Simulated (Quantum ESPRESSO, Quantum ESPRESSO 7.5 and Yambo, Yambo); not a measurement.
**Beyond one shot: Al2O3 (Corundum)**

How far does self-consistency move the gap of Al2O3 (Corundum)?

Calculated with Quantum ESPRESSO 7.5 and Yambo 5.3.0; PBE and many-body steps on it, plane waves.

**What was measured.**

- Gap 8.7 eV: optical band gap of host from absorption; optical absorption, quoted from earlier work; bulk crystal (high-purity reference sample) (quoted in “Multi-petahertz electron interference in Cr:Al2O3 solid-state material”, 2018, pmc:5906618).

Most raw output is cut from this account.

**1. The starting structure**

The structure is trigonal, space group R-3c (No. 167). Conventional cell: a = 4.760 Å, b = 4.760 Å, c = 12.996 Å, α = 90.00°, β = 90.00°, γ = 120.00°. Nearest to Al lie 6 O at 1.85 to 1.97 Å. O has 4 Al at 1.85 to 1.97 Å nearest. Farther neighbours and most contacts between anions are not listed.

The cell and positions come from the Crystallography Open Database and are kept as given unless a step says otherwise.

**2. Empty states on the mesh, 4×4×4 mesh, 82 bands**

This step: Quantum ESPRESSO 7.5; DFT, PBE, plane waves, norm-conserving pseudopotentials.

The sums over transitions need many empty states on a uniform mesh; this step solves for them.

Input file pw.in:

```
&control
  calculation = 'nscf'
  prefix = 'x'
  outdir = 'o'
  pseudo_dir = 'pseudo'
/
&system
  ibrav = 0
  nat = 10
  ntyp = 2
  ecutwfc = 72.0
  nbnd = 82
  force_symmorphic = .true.
/
&electrons
  conv_thr = 1e-9
  electron_maxstep = 80
  diago_full_acc = .true.
  diago_thr_init = 5e-6
/
ATOMIC_SPECIES
  Al 26.982 Al.upf
  O 15.999 O.upf
CELL_PARAMETERS angstrom
  2.3802500000 1.3742379782 4.3318666667
  -2.3802500000 1.3742379782 4.3318666667
  -0.0000000000 -2.7484759565 4.3318666667
ATOMIC_POSITIONS crystal
  Al 0.3521600000 0.3521600000 0.3521600000
  Al 0.1478400000 0.1478400000 0.1478400000
  Al 0.6478400000 0.6478400000 0.6478400000
  Al 0.8521600000 0.8521600000 0.8521600000
  O 0.5566800000 0.9433200000 0.2500000000
  O 0.2500000000 0.5566800000 0.9433200000
  O 0.9433200000 0.2500000000 0.5566800000
  O 0.4433200000 0.0566800000 0.7500000000
  O 0.7500000000 0.4433200000 0.0566800000
  O 0.0566800000 0.7500000000 0.4433200000
K_POINTS automatic
  4 4 4 0 0 0
```

On the command line:

```console
> OMP_NUM_THREADS=1 mpirun -n 8 pw.x -nk 4 -in pw.in > pw.out
```

Elapsed: 12 s, on 8 MPI ranks of Arm Neoverse V2, shared host; peak memory 0.59 GiB.

This step gave:

- gap: 6.266 eV
- k of the valence top: 0, 0, 0
- k of the conduction bottom: 0, 0, 0
- least direct gap: 6.266 eV
- k points computed: 14
- lowest point of the top converged band, above the valence top: 38.34 eV

On this mesh the gap is 6.266 eV.

The density comes from a self-consistent run that is not shown.

**3. Conversion and set-up**

This step: Yambo 5.3.0; conversion and set-up on PBE, plane waves, norm-conserving pseudopotentials.

The states are converted to the many-body program's format and the q mesh is built.

On the command line:

```console
> (cd o/x.save; p2y > p2y.log; mv SAVE ../..); yambo > setup.log
```

It took 2.4 s on 1 MPI rank; peak memory 0.25 GiB.

**4. G0W0**

G0W0 replaces the xc potential by the self-energy, built once from these orbitals. Only a window of levels is corrected, while the sums run over the empty bands that the input names.

This step: G0W0 on PBE, plane waves, norm-conserving pseudopotentials.

Input file gw1.in:

```
HF_and_locXC
gw0
dyson
ppa
em1d
rim_cut
RandQpts= 1000000
RandGvec= 1 RL
EXXRLvcs= 72 Ry
VXCRLvcs= 288 Ry
Chimod= "HARTREE"
% BndsRnXp
 1 | 82 |
%
NGsBlkXp= 5.5 Ry
% LongDrXp
 1 | 1 | 1 |
%
% GbndRnge
 1 | 82 |
%
DysSolver= "n"
ExtendOut
PPAPntXp= 27.21138 eV
% QPkrange
 1 | 1 | 23 | 26 |
%
```

On the command line:

```console
> OMP_NUM_THREADS=2 mpirun -n 4 yambo -F gw1.in -J gw1 -C gw1 > gw1.log
```

The job ended after 67 s (4 MPI ranks; peak memory 3.2 GiB; 8.4 min of CPU time).

This step gave:

```yaml
g0w0_gap_on_the_points_computed: 8.380 eV
starting_gap_on_the_mesh: 6.266 eV
k_of_the_valence_top: 0, 0, 0
k_of_the_conduction_bottom: 0, 0, 0
least_direct_g0w0_gap_on_the_computed_points: 8.380 eV
z_at_the_valence_top: 0.8218
z_at_the_conduction_bottom: 0.8593
```

The gap on the mesh goes from 6.27 eV to 8.38 eV, a correction of +2.11 eV.

**5. evGW0, cycle 1**

This step: evGW0 on PBE, plane waves, norm-conserving pseudopotentials.

gw3.in, as its differences from gw1.in of step 4:

```diff
@@ -25,3 +25,4 @@
 % QPkrange
- 1 | 1 | 23 | 26 |
+ 1 | 14 | 22 | 27 |
 %
+GfnQPdb= "E < ./gw2/ndb.QP"
```

On the command line:

```console
> OMP_NUM_THREADS=2 mpirun -n 4 yambo -F gw3.in -J gw3,gw1_W -C gw3 > gw3.log
```

Wall time 2.6 min (4 MPI ranks); peak memory 3.4 GiB; 19 min of CPU time.

This step gave:

| Item | Value |
| --- | --- |
| quasiparticle gap on the mesh | 8.674 eV |
| gap of the density functional on the mesh | 6.266 eV |
| k of the valence top | 0, 0, 0 |
| k of the conduction bottom | 0, 0, 0 |
| least direct quasiparticle gap on the computed points | 8.674 eV |
| Z at the valence top | 0.8278 |
| Z at the conduction bottom | 0.8763 |

Against G0W0 in Yambo (4×4×4 mesh, 82 bands, screening to 74.8 eV, Godby-Needs plasmon pole), the gap moves by +0.295 eV.

The program's own table gives 8.936 eV, which is too large where the input levels are shifted: this version takes Σc at the unshifted level E₀, yet steps from the shifted one. The value above is the Newton step from E₀, E₀ + Z(Σc + Σx − Vxc), rebuilt from the printed columns.

**6. evGW0, cycle 2**

The corrected levels of the last cycle go back in.

gw4.in, as its differences from gw3.in of step 5:

```diff
@@ -27,2 +27,2 @@
 %
-GfnQPdb= "E < ./gw2/ndb.QP"
+GfnQPdb= "E < ./gw3_fix/ndb.QP"
```

On the command line:

```console
> OMP_NUM_THREADS=2 mpirun -n 4 yambo -F gw4.in -J gw4,gw1_W -C gw4 > gw4.log
```

It took 2.6 min on 4 MPI ranks; peak memory 3.4 GiB; 19 min of CPU time.

This step gave:

| Quantity | Value |
| --- | --- |
| quasiparticle gap on the mesh | 8.711 eV |
| gap of the density functional on the mesh | 6.266 eV |
| k of the valence top | 0, 0, 0 |
| k of the conduction bottom | 0, 0, 0 |
| least direct quasiparticle gap on the computed points | 8.711 eV |

Against the cycle before, the gap moves by +0.036 eV.

The program's own table gives 9.003 eV, which is too large where the input levels are shifted: this version takes Σc at the unshifted level E₀, yet steps from the shifted one. The value above is the Newton step from E₀, E₀ + Z(Σc + Σx − Vxc), rebuilt from the printed columns.

**7. evGW0, cycle 3**

gw5.in, as its differences from gw4.in of step 6:

```diff
@@ -27,2 +27,2 @@
 %
-GfnQPdb= "E < ./gw3_fix/ndb.QP"
+GfnQPdb= "E < ./gw4_fix/ndb.QP"
```

On the command line:

```console
> OMP_NUM_THREADS=2 mpirun -n 4 yambo -F gw5.in -J gw5,gw1_W -C gw5 > gw5.log
```

The job ended after 2.6 min (4 MPI ranks; peak memory 3.4 GiB).

Numbers from this step:

```yaml
quasiparticle_gap_on_the_mesh: 8.715 eV
gap_of_the_density_functional_on_the_mesh: 6.266 eV
k_of_the_valence_top: 0, 0, 0
k_of_the_conduction_bottom: 0, 0, 0
least_direct_quasiparticle_gap_on_the_computed_points: 8.715 eV
```

Against the cycle before, the gap moves by +0.004 eV.

The program's own table gives 9.012 eV, which is too large where the input levels are shifted: this version takes Σc at the unshifted level E₀, yet steps from the shifted one. The value above is the Newton step from E₀, E₀ + Z(Σc + Σx − Vxc), rebuilt from the printed columns.

**8. evGW, cycle 1**

This step: evGW on PBE, plane waves, norm-conserving pseudopotentials.

gw6.in, as its differences from gw5.in of step 7:

```diff
@@ -27,2 +27,3 @@
 %
-GfnQPdb= "E < ./gw4_fix/ndb.QP"
+GfnQPdb= "E < ./gw2/ndb.QP"
+XfnQPdb= "E < ./gw2/ndb.QP"
```

On the command line:

```console
> OMP_NUM_THREADS=2 mpirun -n 4 yambo -F gw6.in -J gw6 -C gw6 > gw6.log
```

Elapsed: 3.6 min, on 4 MPI ranks; peak memory 3.5 GiB.

This step gave:

- quasiparticle gap on the mesh: 9.179 eV
- gap of the density functional on the mesh: 6.266 eV
- k of the valence top: 0, 0, 0
- k of the conduction bottom: 0, 0, 0
- least direct quasiparticle gap on the computed points: 9.179 eV

Against G0W0 in Yambo (4×4×4 mesh, 82 bands, screening to 74.8 eV, Godby-Needs plasmon pole), the gap moves by +0.799 eV.

The program's own table gives 9.405 eV, which is too large where the input levels are shifted: this version takes Σc at the unshifted level E₀, yet steps from the shifted one. The value above is the Newton step from E₀, E₀ + Z(Σc + Σx − Vxc), rebuilt from the printed columns.

**9. evGW, cycle 2**

gw7.in, as its differences from gw6.in of step 8:

```diff
@@ -27,3 +27,3 @@
 %
-GfnQPdb= "E < ./gw2/ndb.QP"
-XfnQPdb= "E < ./gw2/ndb.QP"
+GfnQPdb= "E < ./gw6_fix/ndb.QP"
+XfnQPdb= "E < ./gw6_fix/ndb.QP"
```

On the command line:

```console
> OMP_NUM_THREADS=2 mpirun -n 4 yambo -F gw7.in -J gw7 -C gw7 > gw7.log
```

Wall time 3.6 min (4 MPI ranks); peak memory 3.5 GiB; 27 min of CPU time.

This step gave:

- quasiparticle gap on the mesh: 9.400 eV
- gap of the density functional on the mesh: 6.266 eV
- k of the valence top: 0, 0, 0
- k of the conduction bottom: 0, 0, 0
- least direct quasiparticle gap on the computed points: 9.400 eV

Against the cycle before, the gap moves by +0.221 eV.

The program's own table gives 9.688 eV, which is too large where the input levels are shifted: this version takes Σc at the unshifted level E₀, yet steps from the shifted one. The value above is the Newton step from E₀, E₀ + Z(Σc + Σx − Vxc), rebuilt from the printed columns.

**10. evGW, cycle 3**

gw8.in, as its differences from gw7.in of step 9:

```diff
@@ -27,3 +27,3 @@
 %
-GfnQPdb= "E < ./gw6_fix/ndb.QP"
-XfnQPdb= "E < ./gw6_fix/ndb.QP"
+GfnQPdb= "E < ./gw7_fix/ndb.QP"
+XfnQPdb= "E < ./gw7_fix/ndb.QP"
```

On the command line:

```console
> OMP_NUM_THREADS=2 mpirun -n 4 yambo -F gw8.in -J gw8 -C gw8 > gw8.log
```

Elapsed: 3.6 min, on 4 MPI ranks; peak memory 3.5 GiB.

This step gave:

| Property | Result |
| --- | --- |
| quasiparticle gap on the mesh | 9.455 eV |
| gap of the density functional on the mesh | 6.266 eV |
| k of the valence top | 0, 0, 0 |
| k of the conduction bottom | 0, 0, 0 |
| least direct quasiparticle gap on the computed points | 9.455 eV |

Against the cycle before, the gap moves by +0.055 eV.

The program's own table gives 9.759 eV, which is too large where the input levels are shifted: this version takes Σc at the unshifted level E₀, yet steps from the shifted one. The value above is the Newton step from E₀, E₀ + Z(Σc + Σx − Vxc), rebuilt from the printed columns.

**11. evGW, cycle 4**

gw9.in, as its differences from gw8.in of step 10:

```diff
@@ -27,3 +27,3 @@
 %
-GfnQPdb= "E < ./gw7_fix/ndb.QP"
-XfnQPdb= "E < ./gw7_fix/ndb.QP"
+GfnQPdb= "E < ./gw8_fix/ndb.QP"
+XfnQPdb= "E < ./gw8_fix/ndb.QP"
```

On the command line:

```console
> OMP_NUM_THREADS=2 mpirun -n 4 yambo -F gw9.in -J gw9 -C gw9 > gw9.log
```

Run time: 3.6 min. Hardware: 4 MPI ranks; peak memory 3.5 GiB.

This step gave:

```
quasiparticle gap on the mesh                         : 9.469 eV
gap of the density functional on the mesh             : 6.266 eV
k of the valence top                                  : 0, 0, 0
k of the conduction bottom                            : 0, 0, 0
least direct quasiparticle gap on the computed points : 9.469 eV
```

Against the cycle before, the gap moves by +0.014 eV.

The program's own table gives 9.777 eV, which is too large where the input levels are shifted: this version takes Σc at the unshifted level E₀, yet steps from the shifted one. The value above is the Newton step from E₀, E₀ + Z(Σc + Σx − Vxc), rebuilt from the printed columns.

**12. evGW, cycle 5**

gw10.in, as its differences from gw9.in of step 11:

```diff
@@ -27,3 +27,3 @@
 %
-GfnQPdb= "E < ./gw8_fix/ndb.QP"
-XfnQPdb= "E < ./gw8_fix/ndb.QP"
+GfnQPdb= "E < ./gw9_fix/ndb.QP"
+XfnQPdb= "E < ./gw9_fix/ndb.QP"
```

On the command line:

```console
> OMP_NUM_THREADS=2 mpirun -n 4 yambo -F gw10.in -J gw10 -C gw10 > gw10.log
```

Run time: 3.5 min. Hardware: 4 MPI ranks; peak memory 3.5 GiB.

This step gave:

* quasiparticle gap on the mesh: 9.472 eV
* gap of the density functional on the mesh: 6.266 eV
* k of the valence top: 0, 0, 0
* k of the conduction bottom: 0, 0, 0
* least direct quasiparticle gap on the computed points: 9.472 eV

Against the cycle before, the gap moves by +0.003 eV.

The program's own table gives 9.781 eV, which is too large where the input levels are shifted: this version takes Σc at the unshifted level E₀, yet steps from the shifted one. The value above is the Newton step from E₀, E₀ + Z(Σc + Σx − Vxc), rebuilt from the printed columns.

**13. Side by side**

Times are wall times on 4 MPI ranks of Arm Neoverse V2, shared host, good to a factor of about two.

```tsv
run	mesh	bands	screening cutoff (eV)	DFT gap (eV)	gap on the mesh (eV)	direct (eV)	time
G0W0	4×4×4	82	74.8	6.266	8.380	8.380	67 s
evGW0, cycle 1	4×4×4	82	74.8	6.266	8.674	8.674	2.6 min
evGW0, cycle 2	4×4×4	82	74.8	6.266	8.711	8.711	2.6 min
evGW0, cycle 3	4×4×4	82	74.8	6.266	8.715	8.715	2.6 min
evGW, cycle 1	4×4×4	82	74.8	6.266	9.179	9.179	3.6 min
evGW, cycle 2	4×4×4	82	74.8	6.266	9.400	9.400	3.6 min
evGW, cycle 3	4×4×4	82	74.8	6.266	9.455	9.455	3.6 min
evGW, cycle 4	4×4×4	82	74.8	6.266	9.469	9.469	3.6 min
evGW, cycle 5	4×4×4	82	74.8	6.266	9.472	9.472	3.5 min
```

**14. Summary of results**

| Item | Value |
| --- | --- |
| G0W0 | 8.380 eV |
| evGW0, cycle 1 | 8.674 eV |
| evGW0, cycle 2 | 8.711 eV |
| evGW0, cycle 3 | 8.715 eV |
| evGW, cycle 1 | 9.179 eV |
| evGW, cycle 2 | 9.400 eV |
| evGW, cycle 3 | 9.455 eV |
| evGW, cycle 4 | 9.469 eV |
| evGW, cycle 5 | 9.472 eV |
| known limits | not at the basis limit |

evGW0 ends at 8.71 eV, +0.34 eV from G0W0, after 3 cycles that took 7.8 min beside the first screening; the last moved the gap by 0.004 eV. evGW ends at 9.47 eV, +1.09 eV from G0W0, after 5 cycles that took 18 min beside the first screening; the last moved the gap by 0.003 eV. Against experiment, by evGW, cycle 5: the gap of 9.47 eV lies +0.77 eV from the measured 8.7 eV (optical, quoted 2018). An exciton line or allowed optical edge lies below the quasiparticle gap by the binding energy; a forbidden edge can push the onset above it. These are gaps on the mesh, at modest bands and cutoff. The calculation has static nuclei and no excitons; a measured gap holds zero-point and thermal motion, which mostly lowers it. Bands and cutoff are finite, so the gap is not at the basis limit. The miss can reach some tenths of an eV and take either sign; the mesh is an error of its own.

[Paths, hosts, dates, memory and timing lines, banners, echoed tables and standing remarks are left out of the program output.]

[Logs are printed without paths, hosts, clocks, repeated set-up lines and the standing remarks that a program may print on its own settings, such as how far it seeks lower states.]

[Runs of the session that timed out or met a known fault of the program may be left out.]

[Hosts, paths, dates, database ids (printed as entryN), source tags and the programs' standing remarks are cut or masked in the printed files.]
